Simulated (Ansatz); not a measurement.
# NbIn2 (built on the sites of a database entry of NbB2): from the cell to its phonons, part 2 of 2

Wanted: phonon frequencies of NbIn2 (built on the sites of a database entry of NbB2) and what follows from them.

Ansatz 0.2.0; DFT PBEsol, scalar-relativistic, plane waves, PAW.

So far. Step 4 (Relaxing to small forces for the phonons): The forces vanish by symmetry and the pressure is 0.004 GPa, within the tolerances set. The cell now holds 20.00 Å³/atom. Step 5 (Zone-centre response): Before it was imposed, the acoustic sum rule was missed by 1.1e-4 eV/Å². Small misses are needed for a sound result but don't prove that mesh and cutoff are converged. The lowest optical mode is real, 42.0 cm⁻¹. The relaxed cell has a = 4.891, c = 2.896 Å (conventional setting).

The structure was built from a prototype and need not be the compound's stable phase.

### Step 6. The dispersion (continued)

Tetrahedra on a 15×15×24 mesh, mean over bins of 2 cm-1. Interpolated from a 3×3×4 q mesh. The phonon density of states by wavenumber; read off at these points:

wavenumber (cm⁻¹), phonon density of states (1/cm⁻¹/cell) and a bar:
```
      1.0      0.000 
      7.0      0.000 
     11.0      0.001 
     17.0      0.002 
     23.0      0.004 #
     27.0      0.007 ##
     33.0      0.016 ###
     39.0      0.042 #########
     43.0      0.056 ############
     49.0      0.063 ##############
     53.0      0.040 #########
     59.0      0.030 #######
     65.0      0.024 #####
     69.0      0.024 #####
     75.0      0.029 ######
     81.0      0.036 ########
     85.0      0.040 #########
     91.0      0.046 ##########
     97.0      0.047 ##########
    101.0      0.059 #############
    107.0      0.067 ###############
    109.0      0.102 ######################
    113.0      0.080 #################
    117.0      0.062 #############
    123.0      0.058 #############
    129.0      0.080 #################
    133.0      0.094 ####################
    139.0      0.056 ############
    145.0      0.055 ############
    149.0      0.055 ############
    151.0      0.067 ##############
    155.0      0.047 ##########
    159.0      0.053 ############
    163.0      0.117 #########################
    165.0      0.108 #######################
    171.0      0.069 ###############
    175.0      0.057 ############
    181.0      0.138 ##############################
    187.0      0.025 #####
    191.0      0.016 ####
    197.0      0.000
```

The partial phonon density of states has structure finer than the step of the table below, so its rows give means over 10 cm⁻¹, whole bins alone (the curve runs from -10 to 211 cm⁻¹). Peaks (cm⁻¹: height): In 48.4: 0.0563, 70.6: 0.0326, 102.6: 0.0482, 134.6: 0.0333, 165.1: 0.0897, 180.4: 0.0871; Nb 112.3: 0.0511, 126.2: 0.0536, 181.8: 0.0165.

Phonopy on the run's constants, 13x13x19 mesh, Gaussian sigma 2.0 cm-1. Interpolated from a 3×3×4 q mesh. The partial phonon density of states by wavenumber; means over each step; values in 1/cm⁻¹/cell:

| wavenumber (cm⁻¹) | In | Nb |
| --- | --- | --- |
| 0 | 7.7e-5 | 3.3e-5 |
| 10 | 4.5e-4 | 1.9e-4 |
| 20 | 0.00260 | 7.1e-4 |
| 30 | 0.0113 | 0.00156 |
| 40 | 0.0406 | 0.00276 |
| 50 | 0.0509 | 0.00247 |
| 60 | 0.0250 | 0.00138 |
| 70 | 0.0273 | 0.00387 |
| 80 | 0.0199 | 0.0101 |
| 90 | 0.0287 | 0.0168 |
| 100 | 0.0365 | 0.0185 |
| 110 | 0.0413 | 0.0423 |
| 120 | 0.0234 | 0.0361 |
| 130 | 0.0276 | 0.0493 |
| 140 | 0.0257 | 0.0381 |
| 150 | 0.0268 | 0.0282 |
| 160 | 0.0585 | 0.0144 |
| 170 | 0.0693 | 0.0127 |
| 180 | 0.0683 | 0.0131 |
| 190 | 0.0150 | 0.00697 |
| 200 | 5.0e-4 | 4.1e-4 |

Harmonic thermodynamic functions per atom, from the density of states. Interpolated from a 3×3×4 q mesh. Thermodynamic functions, by row:

| T (K) | F_vib (meV/atom) | S (J/mol-atom/K) | C_V (J/mol-atom/K) |
| --- | --- | --- | --- |
| 0 | 22.49 | 0 | 0 |
| 50 | 21.46 | 6.046 | 10.71 |
| 100 | 15.53 | 16.6 | 19.19 |
| 200 | -10.07 | 31.55 | 23.26 |
| 300 | -48.07 | 41.19 | 24.17 |
| 400 | -94.55 | 48.19 | 24.5 |
| 500 | -147.4 | 53.68 | 24.66 |
| 600 | -205.5 | 58.18 | 24.75 |
| 700 | -267.8 | 62 | 24.8 |
| 800 | -333.8 | 65.32 | 24.83 |
| 900 | -403.1 | 68.24 | 24.85 |
| 1000 | -475.2 | 70.86 | 24.87 |

Harmonic mean-square displacement, third of the trace. Interpolated from a 3×3×4 q mesh. Mean square displacements, by row:

| T (K) | Nb1 U_eq (Å²) | In2 U_eq (Å²) | In3 U_eq (Å²) |
| --- | --- | --- | --- |
| 0 | 0.00157 | 0.00163 | 0.00163 |
| 100 | 0.00278 | 0.00395 | 0.00395 |
| 300 | 0.00724 | 0.01095 | 0.01095 |
| 600 | 0.01426 | 0.02173 | 0.02173 |

Symmetry leaves 9 wavevectors to solve. The lowest mode among them, the acoustic zeros apart, lies at q = (0.333, 0.333, 0) and is real, 18.7 cm⁻¹.

### Step 7. Another isotope

An isotope changes the mass and not the force constants, so no new electronic calculation is needed; the shifts show which modes move this element.

The same force constants with the mass of In changed from 114.818 to 112.904 u (phonopy, no LO-TO term). Both lists are sorted by frequency; levels can cross, so a row need not hold one and the same mode. Modes under 3 cm⁻¹ are left out. Isotope shifts, by row:

| q | rank | natural mass (cm⁻¹) | changed mass (cm⁻¹) |
| --- | --- | --- | --- |
| 0 0 0 | 4 | 42.03 | 42.39 |
| 0 0 0 | 5 | 106.7 | 107 |
| 0 0 0 | 6 | 110.7 | 110.9 |
| 0 0 0 | 7 | 110.7 | 110.9 |
| 0 0 0 | 8 | 172.8 | 174.2 |
| 0 0 0 | 9 | 172.8 | 174.2 |
| 0 0 0.25 | 1 | 58.57 | 59.02 |
| 0 0 0.25 | 2 | 58.57 | 59.02 |
| 0 0 0.25 | 3 | 111 | 111.9 |
| 0 0 0.25 | 4 | 121.9 | 122 |
| 0 0 0.25 | 5 | 121.9 | 122 |
| 0 0 0.25 | 6 | 129.1 | 129.8 |
| 0 0 0.25 | 7 | 155.8 | 156.2 |
| 0 0 0.25 | 8 | 165.8 | 167.2 |
| 0 0 0.25 | 9 | 165.8 | 167.2 |
| 0 0 -0.5 | 1 | 70.08 | 70.67 |
| 0 0 -0.5 | 2 | 70.08 | 70.67 |
| 0 0 -0.5 | 3 | 119.6 | 119.6 |
| 0 0 -0.5 | 4 | 154.8 | 156.1 |
| 0 0 -0.5 | 5 | 157 | 157 |
| 0 0 -0.5 | 6 | 157 | 157 |
| 0 0 -0.5 | 7 | 164.6 | 166 |
| 0 0 -0.5 | 8 | 164.6 | 166 |
| 0 0 -0.5 | 9 | 180.8 | 182.4 |
| 0 0.3333 0 | 1 | 40.38 | 40.61 |
| 0 0.3333 0 | 2 | 43.6 | 43.95 |
| 0 0.3333 0 | 3 | 51.31 | 51.72 |
| 0 0.3333 0 | 4 | 80.18 | 80.46 |
| 0 0.3333 0 | 5 | 95.45 | 96.23 |
| 0 0.3333 0 | 6 | 109.4 | 109.5 |
| 0 0.3333 0 | 7 | 112.9 | 113 |
| 0 0.3333 0 | 8 | 167.7 | 169 |
| 0 0.3333 0 | 9 | 183.2 | 184.6 |

A mode of this element alone would shift by +0.84 %. The highest zone-centre frequency without the field goes from 172.8 to 174.2 cm⁻¹ (+0.8 %). The product of the frequency ratios over all optical modes at Γ is 1.033; the product rule, (m/m′)^(3k/2) (M′/M)^(3/2) with k = 2 such atoms and M the mass of the cell, gives 1.033.

### Step 8. What came out

* space group after relaxation (within 0.01 Å): P6/mmm
* volume per atom: 20.0 Å³
* electronic character: no gap on this mesh
* highest optical mode at the zone centre (no LO-TO term): 173 cm⁻¹
* lowest optical zone-centre mode: 42.0 cm⁻¹
* lowest mode on the q mesh (acoustic modes at Γ apart): 18.7 cm⁻¹
* highest frequency on the path or at a solved wavevector: 196 cm⁻¹
* zero-point energy per atom: 22.5 meV
* heat capacity at 300 K: 24.2 J/(mol atoms K)
* vibrational entropy at 300 K: 41.2 J/(mol atoms K)
* Debye temperature (second moment): 239 K
* imaginary modes on the 3×3×4 q mesh: none

What this shows: The structure is a minimum as far as tested: no mode is imaginary at the 9 irreducible wavevectors of the 3×3×4 mesh, and the softest away from the acoustic zeros lies at 19 cm⁻¹. The optical modes at Γ span 42 to 173 cm⁻¹. The highest mode in this list at Γ, 172.8 cm⁻¹, is mostly motion of In (100 % of the kinetic energy). With no gap, or one that is small against the smearing, the frequencies hang on the k mesh and the smearing, most of all near Kohn anomalies. The phonon runs are without spin polarisation, although the cell has an odd electron count. A phonon run warned that its eigensolver left some bands unconverged in a pass. The starting cell was built on a prototype and not taken from a measurement, so the phase need not exist. These are harmonic frequencies at zero temperature: anharmonic shifts, linewidths and thermal expansion are left out.

[Logs are printed without paths, hosts, clocks, repeated set-up lines and the standing remarks that a program may print on its own settings, such as how far it seeks lower states.]

[Hosts, paths, dates, database ids (printed as entryN), source tags and the programs' standing remarks are cut or masked in the printed files.]
